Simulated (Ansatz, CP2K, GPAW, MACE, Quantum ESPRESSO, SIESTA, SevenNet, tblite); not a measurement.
# Codes compared on (5,5) carbon nanotube bundle (80 atoms)

How near do other programs and methods come to a plane-wave reference for (5,5) carbon nanotube bundle (80 atoms)? A plane-wave run serves as the reference.

Program: Ansatz 0.2.0. Level of theory: Kohn-Sham DFT, PBE, PAW, plane waves. Values are calculated unless marked as measured.

### Step 1. The structure

The cell holds 80 atoms: 80 C. Cell: a = 10.081 Å, b = 10.081 Å, c = 9.840 Å, α = 90.0°, β = 90.0°, γ = 120.0°. It derives from C (graphene). Graphene sheet (a = 2.46 Å) rolled into a (5,5) tube of diameter 6.78 Å, 4 periods, hexagonal bundle with 3.3 Å between walls; not relaxed, displaced by a Gaussian of 0.02 Å. Then every atom was moved at random, 0.05 Å r.m.s. a Cartesian component. The structure's axis is c.

### Step 2. The reference run

The PAW files are the set soft_2.

input.yaml

```yaml
crystal:
  lattice:
    - [10.08135, 0.0, 0.0]
    - [-5.04067, 8.7307, 0.0]
    - [0.0, 0.0, 9.84]
  atoms:
    - { symbol: C, position: [0.36831, 0.07859, 0.12432] }
    - { symbol: C, position: [0.38901, 0.15384, 0.99695] }
    - { symbol: C, position: [0.37427, 0.29408, 0.00707] }
    - { symbol: C, position: [0.33234, 0.32989, 0.1214] }
    [... 70 atom lines left out ...]
    - { symbol: C, position: [0.76647, 0.61669, 0.0108] }
    - { symbol: C, position: [0.84565, 0.62074, 0.87351] }
    - { symbol: C, position: [0.00565, 0.66528, 0.87296] }
    - { symbol: C, position: [0.07857, 0.71533, 0.99687] }
    - { symbol: C, position: [0.23301, 0.83911, 0.99462] }
    - { symbol: C, position: [0.2964, 0.92402, 0.86561] }
kpoints:
  mp_grid: { grid: [1, 1, 1] }
hamiltonian:
  xc: pbe
scf:
  occupations: { method: fermi_dirac, width: 0.05 }
output:
  forces: true
  eigenvalues: true
  populations: true
  stress: true
```

Started as:

```sh
ansatz run input.yaml --threads 4 --pin off --max-ram 8192MiB --backend cpu --events-out ev --progress --plain --runs-dir out
```

The log of the run:

```text
[...]
Pseudopotentials: kind: paw
Pseudopotential: C, paw, valence charge 4, recommended cutoff 420 eV (normal), C.paw.azcp
[... 5 lines on functional and potentials left out ...]
Crystal: 80 atoms, lattice volume = 866.090 Å³
Basis set: ecut = 420 eV, 16977 PW (Γ), exchange–correlation on 144×144×144 points (8 copies of the dense FFT grid, shifted against one another)
Bands: 240, of which v1, the nominal top of the filled ones, is band 160 counted from 1 (159 counted from 0)
Symmetry: 1 space group operations
Space group: P1 (ITA 1), of the structure as read, at distance tolerance 9.5e-5 Å
k-points: 1
[... 3 lines on functional and potentials left out ...]
Initial density: superposition of atomic densities (neutral atoms: chi_scale 0, normalization atom), corrected by the library's trained network
Initial wavefunctions: pseudopotential atomic-orbital guess
[...]
SCF iter   1: F=—  HF=-20043.776324 eV  |F-HF|=—  |Δ(HF+E_count)|=         —  Δρ=6.33e-3  dr2=4.25e-1  ethr=1.77e-3  ⟨swp⟩=11.0  Hψ=1364  notcnv=0  defer=56
preconditioner: auto → Resta (q_TF=auto, 2.311 Å⁻¹)  ε∞=3.3  [insulator: Δε(μ)=0.942 eV  Ē_g=14.860 eV  σ=0.050 eV  W_gap=1.00  n_scr=198 (ndim 8)  ℏωp=22.6 eV  f_vac=0.204  D(μ)=0.01/eV (n_scr^D=0)  ε∞_Penn≈3.3  vacuum switching on, ρ_ref=1.6e-2 e/Å³]
[...]
SCF iter   8: F=—  HF=-20043.785761 eV  |F-HF|=—  |Δ(HF+E_count)|=   5.71e-7  Δρ=5.04e-6  dr2=2.80e-7  ethr=1.34e-9  ⟨swp⟩=3.0  Hψ=428  notcnv=0  defer=70
SCF iter   9: F=-20043.785761 eV  HF=-20043.785761 eV  |F-HF|=4.32e-8  |Δ(HF+E_count)|=   8.40e-8  Δρ=2.22e-6  dr2=7.85e-8  ethr=3.13e-11  ⟨swp⟩=18.0  Hψ=1643  notcnv=0
SCF 1 converged in 9 iterations: F = -20043.785761 eV  dr2 = 7.85e-8
[...]
SCF converged after 9 iterations
Free energy (F): -20043.785761 eV
Harris-Foulkes:  -20043.785761 eV  (|F-HF|=4.32e-8)
Internal energy: -20043.785528 eV  (E = F + TS)
E sigma→0 (E₀):  -20043.785645 eV
Entropy (-TS):   -0.000232 eV (-0.003 meV/atom)
Fermi energy:    5.057749 eV
--- Per-component energies (eV) ---
[...]
Σ components = -20043.785761   (vs F -20043.785761, Δ=0.00e0)
--- Forces (eV/Å), atoms counted from 1 ---
  atom   1  C      1.03658464     4.62122841    -2.37923814
  atom   2  C     -0.76582764     1.15115978     1.20879241
  atom   3  C      1.44940775    -2.81898365    -6.62077480
  atom   4  C      0.73663578     1.10147144     6.54439027
[...]
atom  80  C     -0.79796226    -8.47897088     5.34364493
  max |Σ_I F_I| component: 4.24e-5 eV/Å
--- Stress (GPa, compression-positive) ---
        9.831233      -0.700517       1.284760
       -0.700518      14.292341      -0.259927
        1.284760      -0.259926       5.498787
  P = ⅓ Tr σ = 9.8741 GPa (98.741 kbar)
--- Band table (eV) ---
  k-point 0: bands = ["-15.0488", "-14.7483", "-14.7147", "-14.2384", [... 224 levels ...], "13.2169", "13.2593", "13.2850", "13.3976", "13.4566", "13.5104", "13.5458", "13.6403", "13.6843", "13.7364", "13.7561", "13.8925"]
--- Löwdin populations: 80 sites ---
  site symbol       q [e]
     0      C      3.9603
     1      C      3.9480
     2      C      3.9781
[...]
79      C      3.9667
  spilling = 0.010016 (of n_electrons = 320.000000)
```

Elapsed: 9.4 s, on 4 threads of Arm Neoverse V1, shared host; peak memory 0.93 GiB; 35 s of CPU time.

The run gave:

- free energy: -20043.7858 eV
- free energy per atom: -250.5473 eV/atom
- SCF cycles: 9
- pressure: 9.874 GPa
- r.m.s. force component: 3.574 eV/Å
- longest force: 12.31 eV/Å
- Fermi energy: 5.058 eV
- spilling of the projection: 0.01002

Length of the force by element and coordination:

| element | coordination | atoms | mean length of the force (eV/Å) | spread | least | most |
| --- | --- | --- | --- | --- | --- | --- |
| C | all | 80 | 5.54 | 2.77 | 0.507 | 12.3 |

The mean of these charges, 0.040 e, is only the charge that the projection spills.

Löwdin charges by element and coordination (they lack the spilled electrons, 0.040 e an atom on average):

| element | coordination | atoms | mean charge (e) | spread | least | most |
| --- | --- | --- | --- | --- | --- | --- |
| C | all | 80 | 0.0401 | 0.0088 | 0.0219 | 0.0661 |

The levels nearest the highest filled one (over half full), pooled over k-points and spins:

| level less the highest filled one (eV) | occupation |
| --- | --- |
| -1.49 | 2 |
| -1.43 | 2 |
| -1.27 | 2 |
| -1.24 | 2 |
| -0.136 | 2 |
| 0 | 2 |
| 0.923 | 0 |
| 1.00 | 0 |
| 1.43 | 0 |
| 1.67 | 0 |
| 1.78 | 0 |
| 1.84 | 0 |

### Step 3. Local order

Density 1.84 g/cm³, 10.83 Å³ an atom.

Pair distribution function in bins of 0.2 Å:

| r (Å) | total |
| --- | --- |
| 1.20 | 0.59 |
| 1.40 | 5.24 |
| 1.60 | 0.63 |
| 1.80 | 0.00 |
| 2.00 | 0.00 |
| 2.20 | 0.23 |
| 2.40 | 3.09 |
| 2.60 | 1.21 |
| 2.80 | 1.19 |
| 3.00 | 0.26 |
| 3.20 | 0.01 |
| 3.40 | 0.26 |
| 3.60 | 1.31 |
| 3.80 | 1.20 |
| 4.00 | 0.83 |
| 4.20 | 1.10 |
| 4.40 | 0.87 |
| 4.60 | 0.79 |
| 4.80 | 1.13 |
| 5.00 | 1.65 |
| 5.20 | 0.74 |
| 5.40 | 0.44 |
| 5.60 | 1.32 |
| 5.80 | 0.78 |
| 6.00 | 0.86 |
| 6.20 | 1.25 |
| 6.40 | 1.40 |
| 6.60 | 1.34 |

Bonds by pair of elements; cutoffs follow the first minimum of g(r), held within bounds set by covalent radii, and pairs that aren't listed don't count as bonded:

| pair A-B | cutoff (Å) | bonds | mean length (Å) | spread (Å) | shortest (Å) | B about A | A about B |
| --- | --- | --- | --- | --- | --- | --- | --- |
| C-C | 1.85 | 120 | 1.42 | 0.078 | 1.25 | 3 | 3 |

How many atoms have how many bonded neighbours:

| element | mean | 3 |
| --- | --- | --- |
| C | 3 | 80 |

Rings of the network by King's shortest-path rule, up to 12 atoms, one path for each pair of neighbours; H, halogens, alkali and alkaline-earth atoms are left out:

| ring size (atoms) | rings | per network atom |
| --- | --- | --- |
| 6 | 40 | 0.5 |

### Step 4. What was run beside it

The programs:
- CP2K 2026.2: Gaussian basis with GTH pseudopotentials and a plane-wave density; labels give functional, basis (MOLOPT sets; SR short-range, UZH the newer set with its own potentials), grid cutoff/relative cutoff and solver (OT: orbital transformation; TRS4, TC2, SIGN: linear-scaling purification with its sparsity filter), or its built-in tight binding.
- GPAW 26.7.0: PAW with atomic orbitals (LCAO), plane waves or a real-space grid of spacing h.
- MACE: machine-learned potential, published weights.
- Quantum ESPRESSO 7.5: plane waves; labels (QE) give functional, pseudopotential set and cutoffs of waves/density.
- SIESTA 5.4.2: numerical atomic orbitals, whose automatically made sets are far from complete, with PseudoDojo norm-conserving potentials that we converted to its format (checked against plane waves on the same files for H, C, O, Si, Ge and Ca alone); labels give functional, basis size, energy shift and mesh cutoff.
- SevenNet: machine-learned potential, published weights.
- tblite 0.8.0: extended tight binding, driven from Python.

All use the same cell and atoms; the electronic-structure runs use the same k-mesh, and an electronic temperature of 580 K (0.05 eV) where levels are smeared.

Differences are against the plane-wave reference, forces as r.m.s. over components; share is that over the reference's r.m.s. force, slope the least-squares factor from reference forces to these. Total energies of different programs have different zeros and aren't compared.

| run | Δ force, r.m.s. (meV/Å) | share (%) | slope | Δ pressure (GPa) | cores | CPU time | memory (GiB) |
| --- | --- | --- | --- | --- | --- | --- | --- |
| reference | - | - | - | - | 4 | 35 s | 0.93 |
| CP2K PBE+D3, DZVP-UZH, 450/50 Ry, diagonalisation | 84.7 | 2.37 | 1.020 | 0.450 | 4 | 7.6 min | 2.8 |
| CP2K PBE, DZVP-MOLOPT, 450/50 Ry, diagonalisation | 45.8 | 1.28 | 1.012 | 0.381 | 4 | 83 min | 3.1 |
| CP2K PBE, DZVP-UZH, 450/30 Ry, diagonalisation (coarse) | 63.1 | 1.76 | 1.016 | 0.755 | 4 | 6 min | 2.7 |
| CP2K PBE, DZVP-UZH, 450/50 Ry, diagonalisation | 63.1 | 1.76 | 1.016 | 0.753 | 4 | 7.5 min | 2.8 |
| GPAW PBE, LCAO dzp, h 0.15 Å | 284 | 7.95 | 1.067 | - | 2 | 2.8 min | 1.6 |
| GPAW PBE, LCAO dzp, h 0.2 Å | 285 | 7.97 | 1.067 | - | 1 | 81 s | 0.67 |
| GPAW PBE, LCAO dzp, h 0.2 Å, other mixer settings | 286 | 8.01 | 1.068 | - | 2 | 2.1 min | 0.9 |
| GPAW PBE, LCAO sz(dzp), h 0.2 Å (coarse) | 1127 | 31.5 | 1.258 | - | 1 | 28 s | 0.51 |
| MACE MP-0b3 medium potential | 570 | 15.9 | 0.890 | -0.406 | 1 | 9.4 s | 1.1 |
| QE PBE, gbrv-1.5, 40/200 Ry | 30.4 | 0.850 | 1.007 | -0.270 | 2 | 2.6 min | 0.87 |
| QE PBE, sssp-1.3.0-efficiency, 30/240 Ry (coarse) | 61.3 | 1.71 | 1.014 | -6.71 | 2 | 3 min | 1.1 |
| QE PBE, sssp-1.3.0-efficiency, 45/360 Ry | 10.5 | 0.294 | 1.002 | 0.142 | 2 | 4.9 min | 1.8 |
| SIESTA PBE, DZP, shift 0.01 Ry, mesh 300 Ry | 481 | 13.5 | 1.115 | 7.59 | 2 | 2.8 min | 1.0 |
| SevenNet 0 potential | 492 | 13.8 | 0.932 | -1.81 | 1 | 9 s | 1.0 |
| SevenNet l3i5 potential | 451 | 12.6 | 0.963 | -0.226 | 1 | 12 s | 1.6 |
| tblite GFN1-xTB | 208 | 5.81 | 0.980 | -2.05 | 1 | 1.8 s | 0.11 |
| tblite GFN2-xTB | 221 | 6.19 | 0.966 | -4.85 | 1 | 6.7 s | 0.11 |

Rows marked coarse use a setting chosen to be so.

Times of the machine-learned potentials are mostly Python's start and the loading of weights.

CPU time is summed over cores on a shared host, where runs went side by side, so it is rough. Symmetry, cutoffs, thresholds, outputs and thread counts weren't matched or tuned between programs; memory under MPI is the largest rank's times the ranks.

Within one program, basis, potentials and functional, energies share a zero. Each run against its twin at the usual cutoff or grid and solver:

| run | twin | Δ energy (meV/atom) | Δ force, r.m.s. (meV/Å) | CPU time over the twin's |
| --- | --- | --- | --- | --- |
| CP2K PBE, DZVP-UZH, 450/30 Ry, diagonalisation | DZVP-UZH, 450/50 Ry, diagonalisation | -0.0085 | 0.093 | 0.79 |
| GPAW PBE, LCAO dzp, h 0.15 Å | LCAO dzp, h 0.2 Å | -105 | 18.7 | 2.1 (this twin ran on 1 cores) |
| GPAW PBE, LCAO dzp, h 0.2 Å, other mixer settings | LCAO dzp, h 0.2 Å | 0 | 3.36 | 1.5 (this twin ran on 1 cores) |
| QE PBE, sssp-1.3.0-efficiency, 30/240 Ry | sssp-1.3.0-efficiency, 45/360 Ry | 104 | 53.1 | 0.61 |

### Step 5. Outcome

- reference r.m.s. force component: 3.57 eV/Å
- nearest in forces: QE PBE, sssp-1.3.0-efficiency, 45/360 Ry, 0.29 %
- farthest in forces: GPAW PBE, LCAO sz(dzp), h 0.2 Å (coarse), 32 %
- cheapest electronic-structure run beside the reference: tblite GFN1-xTB, 1.8 s of CPU time

**Reading.** PBE on plane waves or a grid with other potentials, cutoffs or grids, coarse settings apart, differs from the reference by 0.29 % (QE PBE, sssp-1.3.0-efficiency, 45/360 Ry) to 0.85 % (QE PBE, gbrv-1.5, 40/200 Ry) of the r.m.s. force; this holds the reference's own error, so differences of a few per cent don't tell which side is nearer the exact PBE result (QE's 40 Ry are 544 eV, against the reference's 420 eV). The PBE runs in local orbitals, coarse settings apart, differ by 1.3 % (CP2K PBE, DZVP-MOLOPT, 450/50 Ry, diagonalisation) to 13 % (SIESTA PBE, DZP, shift 0.01 Ry, mesh 300 Ry); basis, grid and potentials can all enter. Tight binding differs by 5.8 % (tblite GFN1-xTB) to 6.2 % (tblite GFN2-xTB); it is another model, with fitted parameters of its own, and the xTB methods hold dispersion. Machine-learned potentials differ by 13 % (SevenNet l3i5 potential) to 16 % (MACE MP-0b3 medium potential); they were trained on other programs' data. Rows with another functional or a dispersion term differ by 2.4 % (CP2K PBE+D3, DZVP-UZH, 450/50 Ry, diagonalisation), which mixes the change of model with differences of basis and potentials. Runs with settings chosen to be coarse differ by 1.7 % (QE PBE, sssp-1.3.0-efficiency, 30/240 Ry) to 32 % (GPAW PBE, LCAO sz(dzp), h 0.2 Å), their programs' other errors included. Of the electronic-structure runs that take under half the reference's CPU time, tblite GFN1-xTB comes nearest, at 5.8 % in 1.8 s against 35 s; its pressure misses by -2.1 GPa. GPAW PBE, LCAO sz(dzp), h 0.2 Å stiffens the forces by a factor of 1.26 while following their directions (correlation 0.990); the slopes of the 4 GPAW runs lie between 1.07 and 1.26. In pressure, SIESTA PBE, DZP, shift 0.01 Ry, mesh 300 Ry misses by +7.6 GPa, at the same functional. In the reference: no gap is quoted: a carbon tube of such indices can be metallic, and the k-points needn't hold the crossing of its bands. In the reference: Löwdin charges run from +0.02 to +0.07 e, about a mean that is the spilled charge alone. Periodic xTB results under one method name differ between programs and library versions. Machine-learned potentials mimic data converged in k, so the reference's own k-point error enters their differences. The reference's stress is far from hydrostatic: its diagonal is 9.8, 14.3, 5.5 GPa, compression counted positive. The reference's pressure of 9.9 GPa belongs to unrelaxed atoms and would change as they relax. The electronic-structure runs sample only Γ, in a cell whose shortest periodic width is 9 Å.

[Long decimals in the printed logs are rounded to 6 places.]

[Also dropped from logs without a mark: lines with file paths, logging warnings of Python, QE's lines on negative density and diagonalisation, SIESTA's first energy breakdown, zero terms and Voronoi charges.]

[Logs are printed without paths, hosts, clocks, repeated set-up lines and the standing remarks that a program may print on its own settings, such as how far it seeks lower states.]

[Hosts, paths, dates, database ids (printed as entryN), source tags and the programs' standing remarks are cut or masked in the printed files.]

[Not all failed runs are listed: runs killed by the host, ended in a Python traceback or in CONQUEST's support-function errors, and SIESTA runs with faulty potentials for Cu, Fe, Ni or Zn are left out.]
